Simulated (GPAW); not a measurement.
# Ballistic transport through bithiophene-5,5'-dithiol between two Al chains, cheap and dear, part 2 of 2

Aim: T(E), conductance and thermopower of bithiophene-5,5'-dithiol between two Al chains, and what cheaper settings cost in accuracy.

GPAW 26.7.0; GPAW LCAO, PAW setups; Landauer transmission from Green's functions with principal layers (ASE), zero bias.

So far, transmission at the Fermi level (one spin): step 2 (double-zeta polarised basis) 0.0509; step 3 (basis szp(dzp)) 0.0385; step 4 (basis sz(dzp)) 0.0427. Also open channels of the lead at the Fermi level (one spin): step 2 2; step 3 2.

## (5) revPBE in the dzp basis: xc = "revPBE"

Back in the dzp basis, the functional changes from PBE to revPBE, to set the spread between functionals beside that between bases.

run.py

```python
import json
import numpy as np
from ase import Atoms
from ase.transport.calculators import TransportCalculator
from gpaw import GPAW, FermiDirac
from gpaw.lcao.tools import get_lcao_hamiltonian
from scipy.linalg import eigh

# The junction with lead layers at both ends, along the third cell vector
device = Atoms(
    ['Al', 'Al', 'Al', 'Al', 'Al', 'Al', 'S', 'C', 'H', 'C', 'S', 'C', 'C', 'H', 'H', 'C', 'C', 'S', 'C', 'H', 'C', 'S', 'Al', 'Al', 'Al', 'Al', 'Al', 'Al'],
    positions=[
        [7.27985, 4.50000, 1.20000],
        [7.27985, 4.50000, 3.60000],
        [7.27985, 4.50000, 6.00000],
        [7.27985, 4.50000, 8.40000],
        [7.27985, 4.50000, 10.80000],
        [7.27985, 4.50000, 13.20000],
        [8.58669, 4.50001, 14.96980],
        [8.27923, 4.50001, 16.69606],
        [6.10477, 4.50003, 16.77085],
        [7.04670, 4.50002, 17.30533],
        [9.54671, 4.50001, 17.83421],
        [7.15449, 4.50002, 18.72939],
        [8.46657, 4.50001, 19.17477],
        [6.29372, 4.50003, 19.38738],
        [11.12355, 4.50003, 20.32951],
        [8.95004, 4.50002, 20.54266],
        [10.26261, 4.50002, 20.98749],
        [7.86982, 4.50001, 21.88430],
        [10.37065, 4.50002, 22.41102],
        [11.30970, 4.50002, 22.95141],
        [9.13861, 4.50001, 23.01901],
        [8.84569, 4.50001, 24.74565],
        [7.27985, 4.50000, 26.29102],
        [7.27985, 4.50000, 28.69102],
        [7.27985, 4.50000, 31.09102],
        [7.27985, 4.50000, 33.49102],
        [7.27985, 4.50000, 35.89102],
        [7.27985, 4.50000, 38.29102]],
    cell=[[14.5597, 0.0, 0.0], [0.0, 9.0, 0.0], [0.0, 0.0, 39.49102]],
    pbc=True)

# One principal layer of the lead: the first 4 atoms of the device
lead = Atoms(
    ['Al', 'Al', 'Al', 'Al'],
    positions=[
        [7.27985, 4.50000, 1.20000],
        [7.27985, 4.50000, 3.60000],
        [7.27985, 4.50000, 6.00000],
        [7.27985, 4.50000, 8.40000]],
    cell=[[14.5597, 0.0, 0.0], [0.0, 9.0, 0.0], [0.0, 0.0, 9.6]],
    pbc=True)

settings = dict(mode='lcao', basis='dzp', xc='revPBE', h=0.2,
                occupations=FermiDirac(0.1), maxiter=250,
                mixer=dict(beta=0.1, nmaxold=8, weight=100.0),
                convergence=dict(density=0.0001))
energies = np.arange(-2, 2 + 1e-9, 0.05)
eta = 0.0001
n1, n2 = 1, 1
# k and -k transmit alike, so half of the mesh across the current serves
mesh = [(i, j) for i in range(n1) for j in range(n2) if (i, j) <= (-i % n1, -j % n2)]
weights = np.array([1 if (i, j) == (-i % n1, -j % n2) else 2 for i, j in mesh]) / (n1 * n2)


def ground_state(atoms, size, txt):
    atoms.calc = GPAW(kpts={'size': size, 'gamma': True}, symmetry={'tolerance': 1e-3}, txt=txt, **settings)
    atoms.get_potential_energy()
    return atoms.calc.get_fermi_level()


def blocks(atoms, fermi, points, nz, cells):
    """H - E_F S and S between cell 0 and the cells above it, at each point across the current."""
    kz = np.arange(nz) / nz
    calc = atoms.calc.fixed_density(kpts=[(*k, z) for k in points for z in kz], symmetry='off', txt=None)
    H, S = get_lcao_hamiltonian(calc)
    H = (H - fermi * S).reshape(len(H), len(points), nz, *S.shape[1:])
    S = S.reshape(H.shape[1:])
    phases = [np.exp(-2j * np.pi * kz * R) / nz for R in cells]
    return [(np.einsum('skzij,z->ksij', H, p), np.einsum('kzij,z->kij', S, p)) for p in phases]


def pair(a, b):
    return np.block([[a, b], [b.T.conj(), a]])


def count_channels(h, s, cells, nk=240):
    """Half the number of times that the lead's bands cross each energy, unfolded to its shortest repeat."""
    b = len(h) // cells
    bands = []
    for k in (np.arange(nk + 1) + 0.5) / nk:
        hk, sk = h[:b, :b].copy(), s[:b, :b].copy()
        for R in range(1, cells):
            phase, block = np.exp(2j * np.pi * k * R), slice(R * b, (R + 1) * b)
            hk += h[:b, block] * phase + (h[:b, block] * phase).T.conj()
            sk += s[:b, block] * phase + (s[:b, block] * phase).T.conj()
        w, u = eigh(sk)
        x = u[:, w > 1e-5] / w[w > 1e-5]**0.5  # drop near-dependent combinations
        bands.append(np.r_[eigh(x.T.conj() @ hk @ x, eigvals_only=True), [1e9] * (w <= 1e-5).sum()])
    below = np.array(bands)[:, :, None] < energies
    return (below[1:] != below[:-1]).sum((0, 1)) / 2


fermi_lead = ground_state(lead, (1, 1, 12), 'lead.txt')
fermi_device = ground_state(device, (1, 1, 2), 'device.txt')
T, channels, eigen, tail, misfit, shifts = [], [], [], 0.0, 0.0, []
for first in range(0, len(mesh), 141):
    points = [(i / n1, j / n2) for i, j in mesh[first:first + 141]]
    (H0k, S0k), (H1k, S1k), (H2k, _) = blocks(lead, fermi_lead, points, 5, range(3))
    [(Hk, Sk)] = blocks(device, fermi_device, points, 2, [0])
    tail = max(tail, abs(H2k).max())
    for H0, S0, H1, S1, H, S in zip(H0k, S0k, H1k, S1k, Hk, Sk):
        n = len(S0)
        # Shift the lead onto the potential of the device's first layer
        shift = ((H[:, 0, 0] - H0[:, 0, 0]) / S0[0, 0]).real.mean()
        shifts.append(shift)
        misfit = max(misfit, abs(H[:, :n, :n] - H0 - shift * S0).max())
        Tk, Ck, Ek = [], [], []
        for s in range(len(H)):
            t = s % len(H0)  # a lead without moments serves both spins
            h1, s1 = pair(H0[t] + shift * S0, H1[t] + shift * S1), pair(S0, S1)
            leads = dict(h1=h1, s1=s1, energies=energies, eta=eta, eta1=eta, eta2=eta)
            calc = TransportCalculator(h=H[s], s=S, eigenchannels=3, **leads)
            Tk.append(calc.get_transmission())
            Ek.append(np.sort(calc.eigenchannels_ne, axis=0)[::-1])
            Ck.append(count_channels(h1, s1, 8))
        T.append(Tk)
        channels.append(Ck)
        eigen.append(Ek)
T, channels = np.array(T), np.array(channels)
mean, open_channels = np.einsum('kse,k->se', T, weights), np.einsum('kse,k->se', channels, weights)

print(f'basis functions: device {len(S)}, principal layer {n}')
print(f'Fermi level: lead {fermi_lead:.4f} eV, device {fermi_device:.4f} eV; lead shifted by {np.mean(shifts):.4f} eV')
print(f'largest coupling past the next layer {tail:.2e} eV, largest misfit of the first layer {misfit:.3f} eV')
print('  E-E_F (eV)   ' + 'T (one spin)  channels')
for e, t, c in zip(energies, mean.T, open_channels.T):
    print(f'{e:10.3f}  ', *[f'{x:11.4e}' for x in t], *[f'{x:9.4f}' for x in c])

kT = 8.617333e-5 * 300
fine = np.linspace(energies[0], energies[-1], 4001)
both = np.exp(np.interp(fine, energies, np.log(np.maximum(mean.sum(0) * 2 / len(mean), 1e-30))))
fermi = lambda mu: 1 / (1 + np.exp(np.clip((fine - mu) / kT, -200, 200)))
slope = fermi(0) * (1 - fermi(0)) / kT
G = np.trapezoid(both * slope, fine) / 2
seebeck = -np.trapezoid(both * slope * fine, fine) / (2 * G * 300) * 1e6
print(f'conductance at 300 K: {G:.5g} G0 a cell; thermopower {seebeck:.4g} uV/K')
bias = [0.1, 0.2, 0.5, 1.0, 1.5, 2.0]
current = [38.74 * np.trapezoid(both * (fermi(V / 2) - fermi(-V / 2)), fine) for V in bias]
for V, I in zip(bias, current):
    print(f'current from the zero-bias T(E) at {V} V: {I:.5g} uA')
zero = abs(energies).argmin()
json.dump(dict(energies=energies.tolist(), T=mean.tolist(), channels=open_channels.tolist(), G=G, seebeck=seebeck,
               bias=bias, current=current, tail=tail, misfit=misfit, shift=np.mean(shifts), n_device=len(S), n_lead=n,
               fermi=[fermi_lead, fermi_device], energy=device.get_potential_energy(),
               moments=device.get_magnetic_moments().tolist(), mesh=mesh, weights=weights.tolist(),
               T_k=T[:, :, zero].tolist(), eigen=np.array(eigen[0]).tolist()), open('result.json', 'w'))
```

Command:

```
$ OMP_NUM_THREADS=1 OPENBLAS_NUM_THREADS=1 python run.py
```

Log:

```text
basis functions: device 332, principal layer 52
Fermi level: lead -3.4781 eV, device -3.2091 eV; lead shifted by -0.0031 eV
largest coupling past the next layer 1.11e-15 eV, largest misfit of the first layer 0.041 eV
  E-E_F (eV)   T (one spin)  channels
    -2.000    8.8840e-06    1.0000
    -1.950    6.3594e-06    1.0000
    -1.900    4.4972e-06    1.0000
[...]
1.950    5.2657e-01    3.0000
     2.000    4.2691e-01    3.0000
conductance at 300 K: 0.049166 G0 a cell; thermopower 1.084 uV/K
current from the zero-bias T(E) at 0.1 V: 0.37914 uA
current from the zero-bias T(E) at 0.2 V: 0.74781 uA
current from the zero-bias T(E) at 0.5 V: 1.716 uA
current from the zero-bias T(E) at 1.0 V: 2.6359 uA
current from the zero-bias T(E) at 1.5 V: 3.3909 uA
current from the zero-bias T(E) at 2.0 V: 4.4564 uA
```

Run time: 2.2 min. Hardware: 1 thread of Arm Neoverse V1, shared host; peak memory 1.8 GiB.

This step gave:

- conductance: 0.04917 G₀
- largest coupling past the next principal layer: 1.11e-15 eV
- largest misfit of the first principal layer: 0.04092 eV
- shift that aligns the lead: -0.003138 eV
- basis functions of the junction: 332
- basis functions of a principal layer: 52
- transmission at the Fermi level (one spin): 0.04992

The conductance, 0.0492 G₀, lies 1.8 % below that of the dzp run.

## (6) The ladder

Times are for 1 thread of Arm Neoverse V1, shared host. The runs compared:

| no. | run | conductance (G₀) | time | memory (GiB) |
| --- | --- | --- | --- | --- |
| 1 | dzp | 0.05007 | 2.1 min | 1.8 |
| 2 | szp | 0.03788 | 1.9 min | 1.7 |
| 3 | sz | 0.04185 | 69 s | 1.6 |
| 4 | dzp revPBE | 0.04917 | 2.2 min | 1.8 |

## (7) The levels side by side

The curves are compared point by point over the common energies.

This step: comparison of transmission and cost over codes and levels (GPAW 26.7.0).

Ladder, by row:

| step | code | T at the Fermi level (sum over the listed spins) | conductance (G0) | r.m.s. T(E) from the first | wall time (s) | peak memory (GiB) | threads |
| --- | --- | --- | --- | --- | --- | --- | --- |
| dzp | GPAW | 0.05087 | 0.05007 | 0 | 123.4 | 1.77 | 1 |
| szp | GPAW | 0.03851 | 0.03788 | 0.2503 | 111.5 | 1.74 | 1 |
| sz | GPAW | 0.04266 | 0.04185 | 0.2427 | 69.38 | 1.62 | 1 |
| dzp-revPBE | GPAW | 0.04992 | 0.04917 | 0.01567 | 130.8 | 1.77 | 1 |

Table of transmission, zone mean, sum over the listed spins by energy, zero at the Fermi level:

| energy (eV) | dzp | szp | sz | dzp-revPBE |
| --- | --- | --- | --- | --- |
| -2.000 | 9.3e-6 | 1.2e-5 | 3.4e-6 | 8.9e-6 |
| -1.800 | 2.2e-6 | 3.1e-6 | 2.9e-7 | 2.1e-6 |
| -1.600 | 3.7e-7 | 5.7e-7 | 0 | 3.7e-7 |
| -1.400 | 2.2e-8 | 6.1e-9 | 0 | 2.5e-8 |
| -1.200 | 0 | 0 | 0 | 0 |
| -1.000 | 0 | 0 | 0 | 0 |
| -0.800 | 0 | 0 | 0 | 0 |
| -0.600 | 1.1e-14 | 0 | 0 | 1.2e-14 |
| -0.400 | 6.1e-4 | 8.5e-11 | 0.00440 | 4.1e-4 |
| -0.200 | 0.0397 | 0.0243 | 0.0264 | 0.0395 |
| 0.000 | 0.0509 | 0.0385 | 0.0427 | 0.0499 |
| 0.200 | 0.0415 | 0.0376 | 0.0393 | 0.0407 |
| 0.400 | 0.0338 | 0.0421 | 0.0478 | 0.0330 |
| 0.600 | 0.0399 | 0.0673 | 0.0505 | 0.0362 |
| 0.800 | 0.0526 | 0.0850 | 0.0751 | 0.0512 |
| 1.000 | 0.0624 | 0.175 | 0.151 | 0.0608 |
| 1.200 | 0.0991 | 0.520 | 0.425 | 0.0937 |
| 1.350 | 0.166 | 0.992 | 0.921 | 0.154 |
| 1.400 | 0.205 | 0.956 | 0.992 | 0.189 |
| 1.600 | 0.596 | 0.429 | 0.496 | 0.540 |
| 1.750 | 0.991 | 0.270 | 0.280 | 0.989 |
| 1.800 | 0.914 | 0.244 | 0.243 | 0.951 |
| 2.000 | 0.407 | 0.199 | 0.166 | 0.427 |

## (8) Smearing 0.05: width = 0.05

Smearing helps the SCF of a metal converge, but it blurs occupations at band edges near the Fermi level.

This step: GPAW LCAO, PAW setups; Landauer transmission from Green's functions with principal layers (ASE), zero bias (GPAW 26.7.0).

run.py, as its differences from that of step 5:

```diff
@@ -54,4 +54,4 @@
 
-settings = dict(mode='lcao', basis='dzp', xc='revPBE', h=0.2,
-                occupations=FermiDirac(0.1), maxiter=250,
+settings = dict(mode='lcao', basis='dzp', xc='PBE', h=0.2,
+                occupations=FermiDirac(0.05), maxiter=250,
                 mixer=dict(beta=0.1, nmaxold=8, weight=100.0),
```

Log:

```text
basis functions: device 332, principal layer 52
Fermi level: lead -3.5485 eV, device -3.2794 eV; lead shifted by 0.0109 eV
largest coupling past the next layer 1.40e-15 eV, largest misfit of the first layer 0.061 eV
  E-E_F (eV)   T (one spin)  channels
    -2.000    9.5292e-06    1.0000
    -1.950    6.8120e-06    1.0000
    -1.900    4.8074e-06    1.0000
    -1.850    3.3424e-06    1.0000
    -1.800    2.2835e-06    1.0000
    -1.750    1.5284e-06    1.0000
    -1.700    9.9839e-07    1.0000
    -1.650    6.3332e-07    1.0000
    -1.600    3.8760e-07    1.0000
    -1.550    2.2680e-07    1.0000
    -1.500    1.2523e-07    1.0000
    -1.450    6.3907e-08    1.0000
    -1.400    2.9048e-08    1.0000
    -1.350    1.0822e-08    1.0000
    -1.300    2.4212e-09    1.0000
    -1.250   -1.4620e-15    0.0000
[...]
1.650    7.8841e-01    3.0000
     1.700    9.4349e-01    3.0000
     1.750    9.8941e-01    3.0000
     1.800    9.0476e-01    3.0000
     1.850    7.5556e-01    3.0000
     1.900    6.0894e-01    3.0000
     1.950    4.9113e-01    3.0000
     2.000    4.0328e-01    3.0000
conductance at 300 K: 0.060892 G0 a cell; thermopower -2.4 uV/K
current from the zero-bias T(E) at 0.1 V: 0.46651 uA
current from the zero-bias T(E) at 0.2 V: 0.90357 uA
current from the zero-bias T(E) at 0.5 V: 1.9086 uA
current from the zero-bias T(E) at 1.0 V: 2.7919 uA
current from the zero-bias T(E) at 1.5 V: 3.5856 uA
current from the zero-bias T(E) at 2.0 V: 4.6873 uA
```

It took 2.4 min on 1 thread; peak memory 1.8 GiB.

This step gave:

| Property | Result |
| --- | --- |
| conductance | 0.06089 G₀ |
| thermopower | -2.400 μV/K |
| largest coupling past the next principal layer | 1.40e-15 eV |
| largest misfit of the first principal layer | 0.06090 eV |
| shift that aligns the lead | 0.01086 eV |
| transmission at the Fermi level (one spin) | 0.06323 |

One spin. Transmission, zone mean against energy, zero at the Fermi level:

| energy (eV) | transmission, zone mean |
| --- | --- |
| -2.00 | 9.5e-6 |
| -1.90 | 4.8e-6 |
| -1.80 | 2.3e-6 |
| -1.70 | 1.0e-6 |
| -1.55 | 2.3e-7 |
| -1.45 | 6.4e-8 |
| -1.35 | 1.1e-8 |
| -1.25 | 0 |
| -1.15 | 0 |
| -1.05 | 0 |
| -0.90 | 0 |
| -0.80 | 0 |
| -0.70 | 0 |
| -0.60 | 0 |
| -0.50 | 0 |
| -0.40 | 3.3e-10 |
| -0.25 | 0.0258 |
| -0.15 | 0.0422 |
| -0.05 | 0.0601 |
| 0.00 | 0.0632 |
| 0.05 | 0.0615 |
| 0.15 | 0.0507 |
| 0.25 | 0.0404 |
| 0.40 | 0.0328 |
| 0.50 | 0.0331 |
| 0.60 | 0.0384 |
| 0.70 | 0.0465 |
| 0.80 | 0.0531 |
| 0.90 | 0.0582 |
| 1.05 | 0.0696 |
| 1.15 | 0.0871 |
| 1.25 | 0.116 |
| 1.35 | 0.167 |
| 1.45 | 0.263 |
| 1.55 | 0.455 |
| 1.70 | 0.943 |
| 1.75 | 0.989 |
| 1.80 | 0.905 |
| 1.90 | 0.609 |
| 2.00 | 0.403 |

Crossings of the lead's bands, unfolded to its shortest repeat. The open channels, zone mean by energy, zero at the Fermi level:

energy (eV), open channels, zone mean and a bar:
```
   -2.000       1.00 ##########
   -1.800       1.00 ##########
   -1.600       1.00 ##########
   -1.400       1.00 ##########
   -1.200       0.00 
   -1.000       0.00 
   -0.800       0.00 
   -0.600       0.00 
   -0.400       0.00 
   -0.200       2.00 ####################
    0.000       2.00 ####################
    0.200       2.00 ####################
    0.400       2.00 ####################
    0.600       2.00 ####################
    0.800       2.00 ####################
    1.000       3.00 ##############################
    1.200       3.00 ##############################
    1.400       3.00 ##############################
    1.600       3.00 ##############################
    1.800       3.00 ##############################
    2.000       3.00 ##############################
```

Not self-consistent under bias; the bias window is split evenly. Current through one cell, from the zero-bias transmission against bias:

| bias (V) | current through one cell, from the zero-bias transmission (μA) |
| --- | --- |
| 0.100 | 0.467 |
| 0.200 | 0.904 |
| 0.500 | 1.91 |
| 1.000 | 2.79 |
| 1.500 | 3.59 |
| 2.000 | 4.69 |

Table of transmission of the three most open eigenchannels by energy, zero at the Fermi level:

| energy (eV) | channel 1 | channel 2 | channel 3 |
| --- | --- | --- | --- |
| -0.400 | 3.3e-10 | 5.9e-12 | 0 |
| -0.200 | 0.0320 | 6.5e-4 | 0 |
| 0.000 | 0.0628 | 4.1e-4 | 0 |
| 0.200 | 0.0450 | 4.7e-5 | 0 |
| 0.400 | 0.0324 | 4.0e-4 | 0 |
| 0.600 | 0.0318 | 0.00659 | 0 |
| 0.800 | 0.0385 | 0.0146 | 0 |
| 1.000 | 0.0538 | 0.00973 | 3.5e-6 |
| 1.200 | 0.0894 | 0.0102 | 1.2e-5 |
| 1.400 | 0.195 | 0.0119 | 1.7e-5 |
| 1.600 | 0.593 | 0.0143 | 2.3e-5 |
| 1.800 | 0.887 | 0.0174 | 3.1e-5 |
| 2.000 | 0.382 | 0.0210 | 4.2e-5 |

The conductance, 0.0609 G₀, lies 22 % above that of the dzp run.

## (9) Smearing 0.2, temperature 1000, k-points along the lead 4

Smearing helps the SCF of a metal converge, but it blurs occupations at band edges near the Fermi level. Temperature enters only through the Fermi window. The lead's own mesh along the current sets its density and potential; where the lead is aligned to the junction's end layer, a rigid shift drops out.

run.py, as its differences from that of step 8:

```diff
@@ -55,3 +55,3 @@
 settings = dict(mode='lcao', basis='dzp', xc='PBE', h=0.2,
-                occupations=FermiDirac(0.05), maxiter=250,
+                occupations=FermiDirac(0.2), maxiter=250,
                 mixer=dict(beta=0.1, nmaxold=8, weight=100.0),
@@ -104,3 +104,3 @@
 
-fermi_lead = ground_state(lead, (1, 1, 12), 'lead.txt')
+fermi_lead = ground_state(lead, (1, 1, 4), 'lead.txt')
 fermi_device = ground_state(device, (1, 1, 2), 'device.txt')
@@ -140,3 +140,3 @@
 
-kT = 8.617333e-5 * 300
+kT = 8.617333e-5 * 1000
 fine = np.linspace(energies[0], energies[-1], 4001)
@@ -146,4 +146,4 @@
 G = np.trapezoid(both * slope, fine) / 2
-seebeck = -np.trapezoid(both * slope * fine, fine) / (2 * G * 300) * 1e6
-print(f'conductance at 300 K: {G:.5g} G0 a cell; thermopower {seebeck:.4g} uV/K')
+seebeck = -np.trapezoid(both * slope * fine, fine) / (2 * G * 1000) * 1e6
+print(f'conductance at 1000 K: {G:.5g} G0 a cell; thermopower {seebeck:.4g} uV/K')
 bias = [0.1, 0.2, 0.5, 1.0, 1.5, 2.0]
```

Log:

```text
basis functions: device 332, principal layer 52
Fermi level: lead -3.4860 eV, device -3.2438 eV; lead shifted by -0.0060 eV
largest coupling past the next layer 1.42e-15 eV, largest misfit of the first layer 0.026 eV
  E-E_F (eV)   T (one spin)  channels
    -2.000    1.0990e-05    1.0000
    -1.950    7.8514e-06    1.0000
    -1.900    5.5410e-06    1.0000
    -1.850    3.8524e-06    1.0000
    -1.800    2.6300e-06    1.0000
    -1.750    1.7558e-06    1.0000
    -1.700    1.1402e-06    1.0000
    -1.650    7.1508e-07    1.0000
    -1.600    4.2882e-07    1.0000
    -1.550    2.4219e-07    1.0000
    -1.500    1.2558e-07    1.0000
    -1.450    5.6861e-08    1.0000
    -1.400    1.9637e-08    1.0000
    -1.350    2.0255e-09    1.0000
    -1.300   -6.1371e-16    0.0000
    -1.250   -5.8255e-16    0.0000
[...]
1.650    6.9359e-01    3.0000
     1.700    8.7116e-01    3.0000
     1.750    9.8303e-01    3.0000
     1.800    9.6271e-01    3.0000
     1.850    8.3620e-01    3.0000
     1.900    6.8127e-01    3.0000
     1.950    5.4635e-01    3.0000
     2.000    4.4304e-01    3.0000
conductance at 1000 K: 0.037641 G0 a cell; thermopower -4.602 uV/K
current from the zero-bias T(E) at 0.1 V: 0.29114 uA
current from the zero-bias T(E) at 0.2 V: 0.57929 uA
current from the zero-bias T(E) at 0.5 V: 1.394 uA
current from the zero-bias T(E) at 1.0 V: 2.434 uA
current from the zero-bias T(E) at 1.5 V: 3.3107 uA
current from the zero-bias T(E) at 2.0 V: 4.4119 uA
```

It took 2 min on 1 thread; peak memory 1.8 GiB.

The run finished with changed settings (width = 0.2, temperature = 1000 and lead_nz = 4); it serves as a test.

Side by side:

| quantity | this run | sound run | difference |
| --- | --- | --- | --- |
| conductance (G₀) | 0.037641 | 0.050066 | -0.0124 |
| largest coupling past the next principal layer (eV) | 1.422e-15 | 1.910e-15 | -4.9e-16 |
| largest misfit of the first principal layer (eV) | 0.025972 | 0.039987 | -0.0140 |
| shift that aligns the lead (eV) | -0.0060481 | -0.0032687 | -0.00278 |
| transmission at the Fermi level (one spin) | 0.039484 | 0.050866 | -0.0114 |

The two runs differ clearly in the conductance: 0.0376 G₀ against 0.0501 G₀.

## (10) Outcome

| Item | Value |
| --- | --- |
| conductance | 0.0501 G₀ |
| transmission at the Fermi level, mean of the spins | 0.0509 |
| thermopower | about 0 (under 1.5 μV/K) |
| open channels of the lead there | 2 |

What this shows: In the dzp basis the junction conducts 0.0501 G₀ at 300 K, with T = 0.0509 a spin at the Fermi level; no smaller basis tried comes within 10 % of that conductance. The scatterer reflects about 97 % of the incoming channels at the Fermi level. At the Fermi level one eigenchannel carries the current (0.051). Measured against the first run (dzp), the nearest curve is that of dzp-revPBE (r.m.s. 0.016) and the farthest that of szp (0.25). Over the compared runs wall time goes from 69 s (sz) to 131 s (dzp-revPBE), on a shared host. A change of numerical settings alone (smearing 0.05) gives 0.0609 G₀, so the conductance is not converged in them and the ranking of the bases holds for these settings only. The geometry was built from estimated bond lengths and not relaxed, so the numbers describe this model structure. Semilocal functionals put molecular levels too near the Fermi level, so such conductances usually come out too high, and chain electrodes have a sharper density of states than real ones. An evenly spaced straight chain is an idealisation: free chains tend to dimerise, zigzag or, where a band edge lies near the Fermi level, turn magnetic. The currents use the zero-bias T(E) throughout, which holds only while the bias is small against the distance to the nearest feature. The energy step is wider than the thermal energy, so the conductance and thermopower rest on interpolation of T(E).

[Logs are printed without paths, hosts, clocks, repeated set-up lines and the standing remarks that a program may print on its own settings, such as how far it seeks lower states.]

[Hosts, paths, dates, database ids (printed as entryN), source tags and the programs' standing remarks are cut or masked in the printed files.]
